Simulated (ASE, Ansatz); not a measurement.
# Electronic structure of Σ13 (134)[11-1] symmetric tilt boundary in CsSnBr3 (780 atoms), part 2 of 2

What does DFT give for Σ13 (134)[11-1] symmetric tilt boundary in CsSnBr3 (780 atoms) as built?

Ansatz 0.2.0; Kohn-Sham DFT, PBE, PAW (set soft_2), localised support functions (medium).

The cell: 156 Cs, 156 Sn and 468 Br. The host structure and its lattice constant were typed by rule, without a check against the phase diagram. Sampling is at Γ alone, for a cell whose shortest periodic width is 10 Å. No spin–orbit coupling is included.

So far. Step 2 (Support functions medium): Between -24 and -18 eV lie 1873 more states.

### Step 3. Distances and neighbours

Bonds and neighbours are counted at the geometry of the runs.

Density 4.03 g/cm³, 40.50 Å³ an atom.

Pair distribution functions g(r), in bins of 0.2 Å:

```csv
r (Å),total,Br-Br,Br-Cs,Br-Sn,Cs-Cs,Cs-Sn,Sn-Sn
2.80,2.21,0.00,0.00,9.20,0.00,0.00,0.00
3.00,2.21,0.08,0.12,8.97,0.00,0.00,0.00
3.20,0.00,0.01,0.00,0.00,0.00,0.00,0.00
3.40,0.08,0.17,0.09,0.00,0.00,0.00,0.00
3.60,0.05,0.00,0.04,0.01,0.00,0.49,0.00
3.80,0.04,0.05,0.04,0.06,0.00,0.00,0.00
4.00,4.11,5.65,8.66,0.00,0.00,0.00,0.00
4.20,4.50,6.25,9.29,0.12,0.00,0.00,0.00
4.40,0.04,0.04,0.05,0.05,0.00,0.00,0.00
4.60,0.05,0.09,0.04,0.05,0.00,0.00,0.00
4.80,0.00,0.01,0.01,0.00,0.00,0.00,0.00
5.00,1.89,0.00,0.00,0.03,0.00,23.50,0.00
5.20,0.09,0.08,0.00,0.09,0.23,0.33,0.23
5.40,0.06,0.05,0.04,0.07,0.21,0.00,0.21
5.60,0.09,0.07,0.10,0.15,0.00,0.00,0.00
5.80,2.70,4.46,0.08,0.04,13.10,0.19,13.10
6.00,0.02,0.02,0.04,0.03,0.00,0.00,0.00
6.20,0.06,0.05,0.08,0.08,0.00,0.00,0.00
6.40,2.43,0.05,0.09,9.88,0.20,0.10,0.05
6.60,1.02,0.07,0.10,3.93,0.10,0.19,0.24
6.80,0.11,0.12,0.11,0.10,0.13,0.00,0.13
7.00,2.52,3.45,5.18,0.05,0.19,0.09,0.21
7.20,3.04,4.22,6.22,0.08,0.08,0.03,0.04
7.40,0.10,0.15,0.08,0.10,0.10,0.00,0.11
7.60,0.07,0.04,0.12,0.10,0.00,0.00,0.00
7.80,0.10,0.13,0.14,0.10,0.00,0.00,0.00
```

Bonds by pair of elements; cutoffs follow the first minimum of g(r), held within bounds set by covalent radii, and pairs that aren't listed don't count as bonded:

```csv
pair A-B,cutoff (Å),bonds,mean length (Å),spread (Å),shortest (Å),B about A,A about B
Br-Cs,4.53,1776,4.10,0.087,2.96,3.79,11.4
Br-Sn,3.38,888,2.9,0.028,2.81,1.90,5.69
```

How many atoms have how many bonded neighbours:

```csv
element,mean,3,4,5,6,8,9,10,11,12
Br,5.69,18,24,42,384,0,0,0,0,0
Cs,11.4,0,0,0,0,6,12,12,12,114
Sn,5.69,6,12,6,132,0,0,0,0,0
```

Bond angles, per cent of each kind in bins of 5°:

```csv
angle (°),Cs-Br-Sn,Cs-Br-Cs,Br-Sn-Br,Sn-Br-Sn
50–55,0.1,0.0,0.0,0.0
55–60,0.0,0.0,0.0,0.0
60–65,0.0,0.0,0.0,0.0
65–70,0.2,0.0,0.0,0.0
70–75,0.1,0.0,0.0,0.0
75–80,0.0,0.5,0.0,0.0
80–85,0.0,0.0,0.0,0.0
85–90,50.2,32.7,40.3,0.0
90–95,48.4,33.0,40.0,0.0
95–100,0.0,0.4,0.0,0.0
100–105,0.0,0.6,0.0,0.0
105–110,0.2,0.0,0.0,0.0
110–115,0.2,0.2,0.0,0.0
115–120,0.0,0.0,0.0,0.0
120–125,0.0,0.0,0.0,0.0
125–130,0.1,0.0,0.0,0.0
130–135,0.0,0.0,0.0,0.0
135–140,0.0,0.0,0.0,0.0
140–145,0.0,0.2,0.0,0.0
145–150,0.0,0.0,0.0,0.0
150–155,0.0,0.0,0.0,0.0
155–160,0.2,0.5,0.0,0.0
160–165,0.0,0.2,0.0,0.0
165–170,0.2,0.0,0.0,0.0
170–175,0.0,0.0,0.0,0.0
175–180,0.0,31.7,19.7,100.0
```

Bond angles (no mean is given where the spread exceeds 20°):

```csv
angle,count,mean (°),spread (°)
Cs-Br-Sn,3420,90.2,5.1
Cs-Br-Cs,2538,-,-
Br-Sn-Br,2130,-,-
Sn-Br-Sn,420,179,0.6
```

Bond length by coordination (bonds to H left out):

```csv
element,coordination,atoms,mean bond length (Å)
Br,3,18,3.70
Br,4,24,3.72
Br,5,42,3.66
Br,6,384,3.7
Cs,8,6,3.87
Cs,9,12,4.09
Cs,10,12,4.12
Cs,11,12,4.1
Cs,12,114,4.10
Sn,3,6,2.89
Sn,4,12,2.90
Sn,5,6,2.90
Sn,6,132,2.9
```

Counting bonds as in the table, 82 % of Br atoms have 6, 73 % of Cs atoms have 12 and 85 % of Sn atoms have 6 bonded neighbours. The Cs-Br-Sn angle averages 90° with a spread of 5°.

The surroundings of Cs251, which has 9 bonded neighbours where the commonest count for Cs is 12, nearest first, numbered as they follow in the input and with coordinates relative to it.

```csv
atom,x,y,z,distance (Å),bonds,Löwdin charge (e),Fx,Fy,Fz (eV/Å)
Cs251,0.00,0.00,0.00,0.00,9,0.76,-0.04,-0.62,-0.11
Br480,-0.93,-2.27,2.83,3.74,4,-0.46,0.37,-0.01,0.75
Br250,3.31,-1.66,-1.68,4.06,5,-0.30,0.43,0.70,0.45
Br190,-0.02,2.94,-2.82,4.07,6,-0.35,0.05,0.11,0.20
Br239,0.00,-0.99,-3.95,4.07,6,-0.35,-0.19,0.35,-0.11
Br249,3.32,2.32,-0.56,4.09,6,-0.39,-0.01,0.06,-0.33
Br313,-0.04,-3.93,-1.12,4.09,4,-0.45,0.28,0.18,-0.55
Br248,-3.35,0.68,-2.26,4.10,6,-0.32,-0.30,0.07,0.49
Br314,-3.36,-2.31,0.62,4.12,3,-0.31,-0.71,1.98,-1.25
Br478,2.52,0.02,3.40,4.23,5,-0.47,-0.01,0.17,0.10
```

The column of bonds counts only the pairs Br-Cs within 4.53 Å, Br-Sn within 3.38 Å; other neighbours, such as metal atoms beside each other in a compound, aren't counted, and periodic images can show an atom twice.

### Step 4. A changed input

A doubtful change is made on purpose, to see how the program answers.

Contents of input.yaml:

```yaml
crystal:
  lattice:
    - [10.04589, 0.0, 0.0]
    - [0.0, 51.22421, 0.0]
    - [0.0, 0.0, 61.38863]
  atoms:
    - { symbol: Cs, position: [0.3349, 0.9106, 0.01875], spin: 2.0 }
    - { symbol: Sn, position: [0.5029, 0.88513, 0.09318] }
    - { symbol: Br, position: [0.66525, 0.89816, 0.05566] }
    - { symbol: Br, position: [0.33168, 0.92976, 0.0838] }
    - { symbol: Br, position: [0.33446, 0.85248, 0.06523] }
    - { symbol: Cs, position: [0.00022, 0.88491, 0.09285] }
    - { symbol: Sn, position: [0.16214, 0.85913, 0.16683] }
    - { symbol: Br, position: [0.33138, 0.87185, 0.13011] }
    - { symbol: Br, position: [0.00078, 0.90419, 0.15744] }
    - { symbol: Br, position: [1.0e-05, 0.82678, 0.1389] }
    - { symbol: Cs, position: [0.66733, 0.97403, 0.07401] }
    - { symbol: Sn, position: [0.82994, 0.94877, 0.14827] }
    - { symbol: Br, position: [0.00128, 0.96092, 0.11091] }
    - { symbol: Br, position: [0.66741, 0.99331, 0.13887] }
    - { symbol: Br, position: [0.66859, 0.91703, 0.12025] }
    - { symbol: Cs, position: [0.33547, 0.94838, 0.14831] }
    - { symbol: Sn, position: [0.49937, 0.92314, 0.22256] }
    - { symbol: Br, position: [0.66635, 0.93663, 0.18534] }
    - { symbol: Br, position: [0.33266, 0.96818, 0.21329] }
    - { symbol: Br, position: [0.33452, 0.89116, 0.19494] }
    - { symbol: Cs, position: [0.9998, 0.9233, 0.22185] }
    - { symbol: Sn, position: [0.16632, 0.89729, 0.29725] }
    - { symbol: Br, position: [0.33418, 0.91017, 0.25927] }
    - { symbol: Br, position: [0.00051, 0.94222, 0.28703] }
    - { symbol: Br, position: [0.0009, 0.86597, 0.26882] }
    - { symbol: Cs, position: [0.3332, 0.98755, 0.27809] }
    - { symbol: Sn, position: [0.50102, 0.96125, 0.3523] }
    - { symbol: Br, position: [0.66404, 0.97419, 0.31539] }
    - { symbol: Br, position: [0.33393, 0.00654, 0.34229] }
    - { symbol: Br, position: [0.32754, 0.93026, 0.32432] }
    - { symbol: Cs, position: [0.99783, 0.96188, 0.35264] }
    - { symbol: Sn, position: [0.16605, 0.93585, 0.42562] }
    [... 742 atom lines left out ...]
    - { symbol: Br, position: [0.58305, 0.46771, 0.52788] }
    - { symbol: Cs, position: [0.91363, 0.5901, 0.51842] }
    - { symbol: Sn, position: [0.08682, 0.56386, 0.9261] }
    - { symbol: Br, position: [0.24807, 0.57585, 0.96317] }
    - { symbol: Br, position: [0.91352, 0.60866, 0.93555] }
    - { symbol: Br, position: [0.91664, 0.53192, 0.95415] }
kpoints:
  mp_grid: { grid: [1, 1, 1] }
hamiltonian:
  xc: pbe
scf:
  occupations: { method: gaussian, width: 0.05 }
  eigensolver: { kind: { support_functions: { accuracy: medium } } }
  mixing: { beta: 0.2 }
  max_iter: 150
output:
  forces: true
```

On the command line:

```bash
$ ansatz run input.yaml --threads 32 --pin off --max-ram 143360MiB --backend cuda --events-out ev --progress --plain --runs-dir out
```

Numbers of over 12 decimals in the logs are rounded to 6 here.

Output:

```text
Error: inconsistent input (magnetization.spin_polarized): false but per-atom `spin:`, `per_species`, `initial_magnetization`, `magnetic_field`, or `spin_locking` is set
```

Elapsed: 0.06 s, on 32 threads of Arm Neoverse V2, shared host; peak memory 0.18 GiB; 0.06 s of CPU time.

The program refused the input before any cycle.

The program's message: “Error: inconsistent input (magnetization.spin_polarized): false but per-atom `spin:`, `per_species`, `initial_magnetization`, `magnetic_field`, or `spin_locking` is set”

The fault in the input: a moment without spin polarisation (crystal.atoms[0].spin = 2.0). The fix is to switch spin polarisation on, or take the moment out.

### Step 5. Results

| Item | Value |
| --- | --- |
| free energy per atom | -4010.0881 eV/atom |
| density | 4.029 g/cm³ |
| pressure | 0.7537 GPa |
| r.m.s. force component | 0.3582 eV/Å |
| wall time of the 1 DFT run | 46 s |

In words: Counting bands leaves a spacing of only 0.11 eV (at Γ alone), which the smearing bridges: 4 levels are partly filled by over 2 %, so a gap, if any, is small at this level. Forces differ by site in this geometry: Br atoms with 3 neighbours bear 1.6 eV/Å on average, against 0.26 eV/Å for those with 6. Counting bonds as in the table, 82 % of Br atoms have 6, 73 % of Cs atoms have 12 and 85 % of Sn atoms have 6 bonded neighbours.

Caveats: The geometry was built by rule, was displaced at random and isn't relaxed at this level: its force components are 0.36 eV/Å r.m.s.

[Logs are printed without paths, hosts, clocks, repeated set-up lines and the standing remarks that a program may print on its own settings, such as how far it seeks lower states.]

[Hosts, paths, dates, database ids (printed as entryN), source tags and the programs' standing remarks are cut or masked in the printed files.]
